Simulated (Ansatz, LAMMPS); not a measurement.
**Charge trapping in aqueous K+ and HSO4-, 2.1 mol of salt per kg of water at 300 K (173 atoms)**

Aim: add and remove one electron in aqueous K+ and HSO4-, 2.1 mol of salt per kg of water at 300 K (173 atoms), with atoms held and relaxed, and read trapping energy and localisation.

Program: Ansatz 0.2.0. Level of theory: Kohn-Sham DFT, PBE+D4, PAW (set soft_2), plane waves. Values are calculated unless marked as measured.

## (1) The structure

The cell holds 173 atoms: 61 O, 2 S, 108 H and 2 K. Cell: a = 12.028 Å, b = 12.028 Å, c = 12.028 Å, α = 90.0°, β = 90.0°, γ = 90.0°. 53 H2O, 2 K+, 2 HSO4- placed at random, at 1.17 g/cm³; overlaps pushed apart, then 10 ps at 420 K with Joung-Cheatham ions (J. Phys. Chem. B 112, 9020 (2008)); MMFF94 bonds, angles, torsions, charges and radii (Halgren, J. Comput. Chem. 17, 490 (1996)) in harmonic and 12-6 forms; SPC/E water (Berendsen, Grigera and Straatsma, J. Phys. Chem. 91, 6269 (1987)); charges of ions scaled by 0.85. Snapshot after 20 ps at 300 K and fixed volume.

What the set-up can't give: The network of contacts between molecules at the start is that of the classical potential that made the cell, and needn't be the one that DFT or experiment would give. Only the Γ point is sampled, in a cell whose shortest periodic width is 12 Å. The liquid is relaxed first, so the results are those of a frozen frame at zero temperature.

## (2) Single point at the start

A single point comes first, to see the forces before anything moves.

Input file input.yaml:

```yaml
crystal:
  lattice:
    - [12.02799, 0.0, 0.0]
    - [0.0, 12.02799, 0.0]
    - [0.0, 0.0, 12.02799]
  atoms:
    - { symbol: O, position: [0.07265, 0.07355, 0.49421] }
    - { symbol: S, position: [0.10101, 0.16958, 0.57664] }
    - { symbol: O, position: [0.21915, 0.19163, 0.55678] }
    - { symbol: O, position: [0.02055, 0.25763, 0.54092] }
    - { symbol: O, position: [0.07105, 0.12486, 0.68587] }
    - { symbol: H, position: [0.1092, 0.00622, 0.52868] }
    - { symbol: O, position: [0.50958, 0.59238, 0.94393] }
    - { symbol: S, position: [0.4801, 0.52729, 0.83324] }
    - { symbol: O, position: [0.54227, 0.42535, 0.83255] }
    - { symbol: O, position: [0.3612, 0.51633, 0.83889] }
    - { symbol: O, position: [0.51524, 0.60701, 0.75158] }
    - { symbol: H, position: [0.59089, 0.60102, 0.9358] }
    - { symbol: O, position: [0.37079, 0.87081, 0.46725] }
    - { symbol: H, position: [0.36681, 0.95097, 0.48896] }
    - { symbol: H, position: [0.37992, 0.82407, 0.5354] }
    - { symbol: O, position: [0.00631, 0.74617, 0.47535] }
    - { symbol: H, position: [0.06817, 0.76099, 0.42181] }
    - { symbol: H, position: [0.00747, 0.66606, 0.49755] }
    - { symbol: O, position: [0.10759, 0.1768, 0.15352] }
    - { symbol: H, position: [0.15526, 0.21622, 0.20908] }
    - { symbol: H, position: [0.0302, 0.207, 0.15702] }
    - { symbol: O, position: [0.43266, 0.1008, 0.51147] }
    - { symbol: H, position: [0.35434, 0.1261, 0.52321] }
    - { symbol: H, position: [0.48083, 0.13057, 0.57234] }
    - { symbol: O, position: [0.90776, 0.06091, 0.7957] }
    - { symbol: H, position: [0.97916, 0.08332, 0.75949] }
    - { symbol: H, position: [0.84618, 0.06421, 0.73994] }
    - { symbol: O, position: [0.15062, 0.96024, 0.16527] }
    - { symbol: H, position: [0.08575, 0.9321, 0.12154] }
    - { symbol: H, position: [0.14293, 0.04224, 0.17661] }
    - { symbol: O, position: [0.19272, 0.44632, 0.68623] }
    - { symbol: H, position: [0.24142, 0.43646, 0.75289] }
    [... 135 atom lines left out ...]
    - { symbol: H, position: [0.63602, 0.5347, 0.09697] }
    - { symbol: O, position: [0.22504, 0.27958, 0.34605] }
    - { symbol: H, position: [0.22662, 0.25305, 0.42483] }
    - { symbol: H, position: [0.30231, 0.27987, 0.31536] }
    - { symbol: K, position: [0.72654, 0.91668, 0.26728] }
    - { symbol: K, position: [0.79376, 0.83161, 0.8351] }
kpoints:
  mp_grid: { grid: [1, 1, 1] }
hamiltonian:
  xc: pbe
  dispersion: d4
scf:
  occupations: { method: fixed }
output:
  forces: true
```

On the command line:

```sh
> ansatz run input.yaml --threads 4 --pin off --max-ram 12288MiB --backend cpu --events-out ev --progress --plain --runs-dir out
```

Output:

```text
Engine: ansatz 0.2.0, x86_64-unknown-linux-gnu
Pseudopotentials: kind: paw
Pseudopotential: O, paw, valence charge 6, recommended cutoff 420 eV (normal), O.paw.azcp
Pseudopotential: S, paw, valence charge 6, recommended cutoff 420 eV (normal), S.paw.azcp
Pseudopotential: H, paw, valence charge 1, recommended cutoff 420 eV (normal), H.paw.azcp
Pseudopotential: K, paw, valence charge 9, recommended cutoff 420 eV (normal), K.paw.azcp
[... 5 lines on functional and potentials left out ...]
Crystal: 173 atoms, lattice volume = 1740.120 Å³
Basis set: ecut = 420 eV, 33881 PW (Γ), exchange–correlation on 162×162×162 points (8 copies of the dense FFT grid, shifted against one another)
Bands: 425, of which v1, the nominal top of the filled ones, is band 252 counted from 1 (251 counted from 0)
Symmetry: 1 space group operations
Space group: P1 (ITA 1), of the structure as read, at distance tolerance 1.2e-4 Å
k-points: 1
[... 9 lines on functional and potentials left out ...]
Initial density: superposition of atomic densities (neutral atoms: chi_scale 0, normalization atom), corrected by the library's trained network
Initial wavefunctions: pseudopotential atomic-orbital guess
Functional: x = pbe(κ = 0.804, μ = 0.219515), c = pbe(β = 0.066725)
SCF iter   1: F=—  HF=-41234.815498 eV  |F-HF|=—  |Δ(HF+E_count)|=         —  Δρ=2.92e-3  dr2=1.47e-1  ethr=1.77e-3  ⟨swp⟩=4.0  Hψ=1453  notcnv=0  defer=170
preconditioner: auto → Resta (q_TF=auto, 2.219 Å⁻¹)  ε∞=2.2  [insulator: Δε(μ)=4.243 eV  Ē_g=17.794 eV  n_scr=340 (ndim 8)  ℏωp=19.8 eV  f_vac=0.254  ε∞_Penn≈2.2]
SCF iter   2: F=—  HF=-41234.726945 eV  |F-HF|=—  |Δ(HF+E_count)|=   8.86e-2  Δρ=1.42e-3  dr2=2.93e-2  ethr=2.91e-5  ⟨swp⟩=2.0  Hψ=617  notcnv=0  defer=171
SCF iter   3: F=—  HF=-41234.707619 eV  |F-HF|=—  |Δ(HF+E_count)|=   1.93e-2  Δρ=5.98e-4  dr2=7.48e-3  ethr=5.81e-6  ⟨swp⟩=2.0  Hψ=512  notcnv=0  defer=74
automatic band count: iteration 3 solves 328 bands in place of 425: the levels show a gap, and the empty bands left out lie too high to hold charge; the band table lists the bands solved (type scf.n_extra_bands for more)
SCF iter   4: F=—  HF=-41234.705571 eV  |F-HF|=—  |Δ(HF+E_count)|=   2.05e-3  Δρ=1.94e-4  dr2=7.29e-4  ethr=1.49e-6  ⟨swp⟩=2.0  Hψ=512  notcnv=0  defer=74
SCF iter   5: F=—  HF=-41234.705583 eV  |F-HF|=—  |Δ(HF+E_count)|=   1.17e-5  Δρ=1.02e-4  dr2=1.61e-4  ethr=1.45e-7  ⟨swp⟩=3.0  Hψ=510  notcnv=0  defer=74
SCF iter   6: F=—  HF=-41234.705551 eV  |F-HF|=—  |Δ(HF+E_count)|=   3.14e-5  Δρ=4.36e-5  dr2=2.90e-5  ethr=3.19e-8  ⟨swp⟩=3.0  Hψ=576  notcnv=0  defer=69
SCF iter   7: F=—  HF=-41234.709184 eV  |F-HF|=—  |Δ(HF+E_count)|=   3.63e-3  Δρ=1.23e-5  dr2=2.10e-6  ethr=5.75e-9  ⟨swp⟩=2.0  Hψ=578  notcnv=0  defer=68
SCF iter   8: F=—  HF=-41234.709185 eV  |F-HF|=—  |Δ(HF+E_count)|=   9.10e-7  Δρ=7.02e-6  dr2=7.72e-7  ethr=4.17e-10  ⟨swp⟩=3.0  Hψ=615  notcnv=0  defer=68
SCF iter   9: F=-41234.709185 eV  HF=-41234.709185 eV  |F-HF|=1.14e-8  |Δ(HF+E_count)|=   4.01e-8  Δρ=1.64e-6  dr2=4.08e-8  ethr=1.98e-11  ⟨swp⟩=3.0  Hψ=1278  notcnv=0
SCF 1 converged in 9 iterations: F = -41234.709185 eV  dr2 = 4.08e-8
  greatest PAW one-centre occupation: 0.987 electrons in one spin orbital (limit 2), on the K atom at site 172 (counted from 0), in its partial waves of l = 0
SCF converged after 9 iterations
Free energy (F): -41234.709185 eV
Harris-Foulkes:  -41234.709185 eV  (|F-HF|=1.14e-8)
Internal energy: -41234.709185 eV  (E = F + TS)
E sigma→0 (E₀):  -41234.709185 eV
Fermi energy:    -1.577834 eV
--- Per-component energies (eV) ---
  E_band       = -4706.804653
  E_kinetic    = 12891.086020
  E_local      = -40492.566161  (includes V_loc(G=0)·N_el)
  E_nonlocal   = 3191.901292
  E_hartree    = 14746.588961
  E_xc         = -5887.223066
  E_vxc        = -7434.688966  (∫ρ·V_xc dr)
  E_paw        = -12496.963481  (= ΣΔE_a)
  E_vpaw       = -2355.752866  (= ΣTr[D̂ρ^β])
  E_aug_tail   = 0.027018  (compensation charges beyond the density's cutoff)
  E_ewald      = -13181.284823
  E_disp       = -6.274943  (pairwise vdW)
  E_smearing   = -0.000000  (= −TS)
  E_closure    = -0.000000  (closes the sum)
  Σ components = -41234.709185   (vs F -41234.709185, Δ=0.00e0)
--- Forces (eV/Å), atoms counted from 1 ---
  atom   1  O      0.07170602    -2.19930122    -0.74520184
  atom   2  S     -3.23866219     1.76489566    -0.25046338
  atom   3  O      0.47573350     0.58233891     0.46655412
  atom   4  O      1.87895618    -0.75610521     0.59324198
  atom   5  O      1.87366401     0.48774893     0.22452814
  atom   6  H     -0.00859306    -0.05510341    -0.30258004
  atom   7  O      0.27889630    -0.16540166     1.21202200
  atom   8  S     -0.35073436     0.71025747     0.65263653
  atom   9  O      0.83111385    -1.30426284    -0.25091920
  atom  10  O     -1.30472094    -0.59407548    -0.06048868
  atom  11  O      0.78586600     0.99417012    -2.30846206
  atom  12  H      0.90432301     0.58373507     0.50582426
  atom  13  O     -0.22899272    -0.12889915     0.57006994
  atom  14  H      0.52946696    -0.87725727     0.06539688
[...]
atom 172  K      0.03932058     0.14640377     0.10580965
  atom 173  K      0.31749936    -0.10692406    -0.17833054
  max |Σ_I F_I| component: 1.15e-4 eV/Å
```

Run time: 36 s. Hardware: 4 threads of Intel Xeon at 2.80GHz (Skylake/Cascade Lake), shared host; peak memory 2.1 GiB; 2 min of CPU time.

The column dr2 measures how far the density is from self-consistency, as an energy; F and HF (Harris–Foulkes) agree once it is small.

The r.m.s. force at the start is 0.58 eV/Å.

## (3) Relaxation

The atoms are relaxed in the fixed cell, aiming at the force tolerance of the input.

Input file input.yaml:

```yaml
crystal:
  lattice:
    - [12.02799, 0.0, 0.0]
    - [0.0, 12.02799, 0.0]
    - [0.0, 0.0, 12.02799]
  atoms:
    [... the 173 atom lines of step 2 ...]
kpoints:
  mp_grid: { grid: [1, 1, 1] }
hamiltonian:
  xc: pbe
  dispersion: d4
scf:
  occupations: { method: fixed }
output:
  forces: true
relax:
  f_tol: 0.06
  max_steps: 150
```

Output:

```text
[...]
Crystal: 173 atoms, lattice volume = 1740.120 Å³
Basis set: ecut = 420 eV, 33881 PW (Γ), exchange–correlation on 162×162×162 points (8 copies of the dense FFT grid, shifted against one another)
Bands: 425, of which v1, the nominal top of the filled ones, is band 252 counted from 1 (251 counted from 0)
Symmetry: 1 space group operations
[...]
k-points: 1
[...]
SCF iter   1: F=—  HF=-41234.815497 eV  |F-HF|=—  |Δ(HF+E_count)|=         —  Δρ=2.92e-3  dr2=1.47e-1  ethr=1.77e-3  ⟨swp⟩=4.0  Hψ=1453  notcnv=0  defer=170
[...]
SCF iter   6: F=-41234.709170 eV  HF=-41234.709187 eV  |F-HF|=1.70e-5  |Δ(HF+E_count)|=   1.54e-5  Δρ=4.33e-5  dr2=2.87e-5  ethr=1.79e-8  ⟨swp⟩=3.0  Hψ=1284  notcnv=0
SCF 1 converged in 6 iterations: F = -41234.709170 eV  dr2 = 2.87e-5
[...]
relax step   1: F+E_penalty+E_count = -41234.70917027 eV  Δ(F+E_penalty+E_count) = +0.000e0 eV  max|allowed force component| = 3.241e0 eV/Å  Δτ_max = 0.0000 Å  (6 SCF iters, dr2 threshold 9.00e-5 eV, accepted)
[... from here on, the SCF cycles and remarks between the steps are left out ...]
relax step   2: F+E_penalty+E_count = -41239.30992479 eV  Δ(F+E_penalty+E_count) = -4.601e0 eV  max|allowed force component| = 2.279e0 eV/Å  Δτ_max = 0.1935 Å  (7 SCF iters, dr2 threshold 1.00e-4 eV, accepted)
relax step   3: F+E_penalty+E_count = -41241.15907551 eV  Δ(F+E_penalty+E_count) = -1.849e0 eV  max|allowed force component| = 1.261e0 eV/Å  Δτ_max = 0.1949 Å  (7 SCF iters, dr2 threshold 1.00e-4 eV, accepted)
relax step   4: F+E_penalty+E_count = -41242.30273963 eV  Δ(F+E_penalty+E_count) = -1.144e0 eV  max|allowed force component| = 8.475e-1 eV/Å  Δτ_max = 0.1950 Å  (7 SCF iters, dr2 threshold 1.00e-4 eV, accepted)
relax step   5: F+E_penalty+E_count = -41242.92133023 eV  Δ(F+E_penalty+E_count) = -6.186e-1 eV  max|allowed force component| = 1.032e0 eV/Å  Δτ_max = 0.1951 Å  (7 SCF iters, dr2 threshold 1.00e-4 eV, accepted)
relax step   6: F+E_penalty+E_count = -41243.32362722 eV  Δ(F+E_penalty+E_count) = -4.023e-1 eV  max|allowed force component| = 7.905e-1 eV/Å  Δτ_max = 0.2000 Å  (6 SCF iters, dr2 threshold 1.00e-4 eV, accepted)
relax step   7: F+E_penalty+E_count = -41243.64574989 eV  Δ(F+E_penalty+E_count) = -3.221e-1 eV  max|allowed force component| = 1.096e0 eV/Å  Δτ_max = 0.1956 Å  (6 SCF iters, dr2 threshold 1.00e-4 eV, accepted)
relax step   8: F+E_penalty+E_count = -41243.95554755 eV  Δ(F+E_penalty+E_count) = -3.098e-1 eV  max|allowed force component| = 9.804e-1 eV/Å  Δτ_max = 0.2000 Å  (7 SCF iters, dr2 threshold 1.00e-4 eV, accepted)
relax step   9: F+E_penalty+E_count = -41244.20019135 eV  Δ(F+E_penalty+E_count) = -2.446e-1 eV  max|allowed force component| = 4.675e-1 eV/Å  Δτ_max = 0.1949 Å  (6 SCF iters, dr2 threshold 1.00e-4 eV, accepted)
relax step  10: F+E_penalty+E_count = -41244.38724209 eV  Δ(F+E_penalty+E_count) = -1.871e-1 eV  max|allowed force component| = 5.296e-1 eV/Å  Δτ_max = 0.1951 Å  (6 SCF iters, dr2 threshold 4.97e-5 eV, accepted)
relax step  11: F+E_penalty+E_count = -41244.53667600 eV  Δ(F+E_penalty+E_count) = -1.494e-1 eV  max|allowed force component| = 3.333e-1 eV/Å  Δτ_max = 0.1932 Å  (7 SCF iters, dr2 threshold 6.38e-5 eV, accepted)
relax step  12: F+E_penalty+E_count = -41244.61576103 eV  Δ(F+E_penalty+E_count) = -7.909e-2 eV  max|allowed force component| = 8.428e-1 eV/Å  Δτ_max = 0.1905 Å  (7 SCF iters, dr2 threshold 4.40e-5 eV, accepted)
relax step  13: F+E_penalty+E_count = -41244.69357370 eV  Δ(F+E_penalty+E_count) = -7.781e-2 eV  max|allowed force component| = 7.321e-1 eV/Å  Δτ_max = 0.1665 Å  (6 SCF iters, dr2 threshold 1.00e-4 eV, accepted)
relax step  14: F+E_penalty+E_count = -41244.77577585 eV  Δ(F+E_penalty+E_count) = -8.220e-2 eV  max|allowed force component| = 4.046e-1 eV/Å  Δτ_max = 0.2000 Å  (5 SCF iters, dr2 threshold 1.00e-4 eV, accepted)
relax step  15: F+E_penalty+E_count = -41244.83914238 eV  Δ(F+E_penalty+E_count) = -6.337e-2 eV  max|allowed force component| = 3.664e-1 eV/Å  Δτ_max = 0.1927 Å  (6 SCF iters, dr2 threshold 5.00e-5 eV, accepted)
relax step  16: F+E_penalty+E_count = -41244.88741323 eV  Δ(F+E_penalty+E_count) = -4.827e-2 eV  max|allowed force component| = 3.488e-1 eV/Å  Δτ_max = 0.1921 Å  (6 SCF iters, dr2 threshold 4.10e-5 eV, accepted)
relax step  17: F+E_penalty+E_count = -41244.93278790 eV  Δ(F+E_penalty+E_count) = -4.537e-2 eV  max|allowed force component| = 3.431e-1 eV/Å  Δτ_max = 0.1922 Å  (6 SCF iters, dr2 threshold 9.97e-5 eV, accepted)
relax step  18: F+E_penalty+E_count = -41244.95148780 eV  Δ(F+E_penalty+E_count) = -1.870e-2 eV  max|allowed force component| = 3.900e-1 eV/Å  Δτ_max = 0.1993 Å  (7 SCF iters, dr2 threshold 1.00e-4 eV, accepted)
relax step  19: F+E_penalty+E_count = -41244.98140971 eV  Δ(F+E_penalty+E_count) = -2.992e-2 eV  max|allowed force component| = 1.943e-1 eV/Å  Δτ_max = 0.1309 Å  (5 SCF iters, dr2 threshold 1.00e-4 eV, accepted)
relax step  20: F+E_penalty+E_count = -41245.00812990 eV  Δ(F+E_penalty+E_count) = -2.672e-2 eV  max|allowed force component| = 8.214e-2 eV/Å  Δτ_max = 0.1422 Å  (7 SCF iters, dr2 threshold 9.36e-6 eV, accepted)
relax step  21: F+E_penalty+E_count = -41245.02843714 eV  Δ(F+E_penalty+E_count) = -2.031e-2 eV  max|allowed force component| = 2.864e-1 eV/Å  Δτ_max = 0.1949 Å  (9 SCF iters, accepted)
relax step  22: F+E_penalty+E_count = -41245.04303484 eV  Δ(F+E_penalty+E_count) = -1.460e-2 eV  max|allowed force component| = 2.067e-1 eV/Å  Δτ_max = 0.1949 Å  (7 SCF iters, dr2 threshold 1.47e-5 eV, accepted)
relax step  23: F+E_penalty+E_count = -41245.05190733 eV  Δ(F+E_penalty+E_count) = -8.872e-3 eV  max|allowed force component| = 7.862e-2 eV/Å  Δτ_max = 0.0916 Å  (5 SCF iters, dr2 threshold 2.23e-5 eV, accepted)
relax step  24: F+E_penalty+E_count = -41245.06075423 eV  Δ(F+E_penalty+E_count) = -8.847e-3 eV  max|allowed force component| = 1.643e-1 eV/Å  Δτ_max = 0.1369 Å  (9 SCF iters, accepted)
relax step  25: F+E_penalty+E_count = -41245.06868291 eV  Δ(F+E_penalty+E_count) = -7.929e-3 eV  max|allowed force component| = 4.019e-1 eV/Å  Δτ_max = 0.1949 Å  (7 SCF iters, dr2 threshold 3.90e-6 eV, accepted)
relax step  26: F+E_penalty+E_count = -41245.07892493 eV  Δ(F+E_penalty+E_count) = -1.024e-2 eV  max|allowed force component| = 4.927e-1 eV/Å  Δτ_max = 0.1690 Å  (5 SCF iters, dr2 threshold 1.00e-4 eV, accepted)
relax step  27: F+E_penalty+E_count = -41245.09596597 eV  Δ(F+E_penalty+E_count) = -1.704e-2 eV  max|allowed force component| = 2.977e-1 eV/Å  Δτ_max = 0.1655 Å  (5 SCF iters, dr2 threshold 1.00e-4 eV, accepted)
relax step  28: F+E_penalty+E_count = -41245.10920123 eV  Δ(F+E_penalty+E_count) = -1.324e-2 eV  max|allowed force component| = 2.045e-1 eV/Å  Δτ_max = 0.1950 Å  (6 SCF iters, dr2 threshold 3.24e-5 eV, accepted)
relax step  29: F+E_penalty+E_count = -41245.11696290 eV  Δ(F+E_penalty+E_count) = -7.762e-3 eV  max|allowed force component| = 4.167e-1 eV/Å  Δτ_max = 0.1949 Å  (7 SCF iters, dr2 threshold 1.53e-5 eV, accepted)
relax step  30: F+E_penalty+E_count = -41245.12199564 eV  Δ(F+E_penalty+E_count) = -5.033e-3 eV  max|allowed force component| = 2.948e-1 eV/Å  Δτ_max = 0.0906 Å  (5 SCF iters, dr2 threshold 8.19e-5 eV, accepted)
relax step  31: F+E_penalty+E_count = -41245.12741315 eV  Δ(F+E_penalty+E_count) = -5.418e-3 eV  max|allowed force component| = 7.201e-2 eV/Å  Δτ_max = 0.0650 Å  (5 SCF iters, dr2 threshold 4.35e-5 eV, accepted)
relax step  32: F+E_penalty+E_count = -41245.12892689 eV  Δ(F+E_penalty+E_count) = -1.514e-3 eV  max|allowed force component| = 8.954e-2 eV/Å  Δτ_max = 0.0715 Å  (9 SCF iters, accepted)
relax step  33: F+E_penalty+E_count = -41245.13373629 eV  Δ(F+E_penalty+E_count) = -4.809e-3 eV  max|allowed force component| = 1.584e-1 eV/Å  Δτ_max = 0.0922 Å  (8 SCF iters, accepted)
relax step  34: F+E_penalty+E_count = -41245.13540323 eV  Δ(F+E_penalty+E_count) = -1.667e-3 eV  max|allowed force component| = 4.008e-2 eV/Å  Δτ_max = 0.0301 Å  (4 SCF iters, dr2 threshold 2.51e-5 eV, accepted)
relax step  35: F+E_penalty+E_count = -41245.13541067 eV  Δ(F+E_penalty+E_count) = -7.435e-6 eV  max|allowed force component| = 3.982e-2 eV/Å  Δτ_max = 0.0000 Å  (5 SCF iters, accepted)
SCF converged after 5 iterations
Free energy (F): -41245.135411 eV
[...]
Internal energy: -41245.135411 eV  (E = F + TS)
E sigma→0 (E₀):  -41245.135411 eV
Fermi energy:    -1.654610 eV
[...]
Σ components = -41245.135411   (vs F -41245.135411, Δ=0.00e0)
--- Forces (eV/Å), atoms counted from 1 ---
  atom   1  O      0.00617331     0.00948025    -0.00836663
  atom   2  S     -0.02761801     0.00651366     0.03981671
  atom   3  O     -0.01516237    -0.00349916    -0.00140685
  atom   4  O      0.01693063    -0.00520618    -0.00846601
[...]
atom 173  K      0.00135451    -0.00847722     0.00298360
  max |Σ_I F_I| component: 7.97e-5 eV/Å
--- Relaxed structure (35 steps of the walk, 35 accepted, 0 SCFs on fresh bases) ---
  F+E_penalty+E_count = -41245.13541067 eV   max|allowed force component| = 3.982e-2 eV/Å
  atoms:
    - { symbol: O, position: [0.096800, 0.052547, 0.516997] }
    - { symbol: S, position: [0.095412, 0.180409, 0.553367] }
    - { symbol: O, position: [0.208560, 0.224993, 0.529304] }
    - { symbol: O, position: [0.010155, 0.229519, 0.482277] }
[...]
- { symbol: K, position: [0.812643, 0.871425, 0.817721] }
```

Wall time 13 min (4 threads); peak memory 2.1 GiB.

The relaxation converged after 35 steps, 10.4 eV below its start, with a largest force component of 0.040 eV/Å.

[end of part 1 of 3]

[Long decimals in the printed logs are rounded to 6 places.]

[Logs are printed without paths, hosts, clocks, repeated set-up lines and the standing remarks that a program may print on its own settings, such as how far it seeks lower states.]

[Hosts, paths, dates, database ids (printed as entryN), source tags and the programs' standing remarks are cut or masked in the printed files.]

[The MMFF94 radii named for the starting cell were scaled by 0.96; in molecules described by MMFF94, hydrogen bound to N, O or S took a small fixed 12-6 site in their place.]
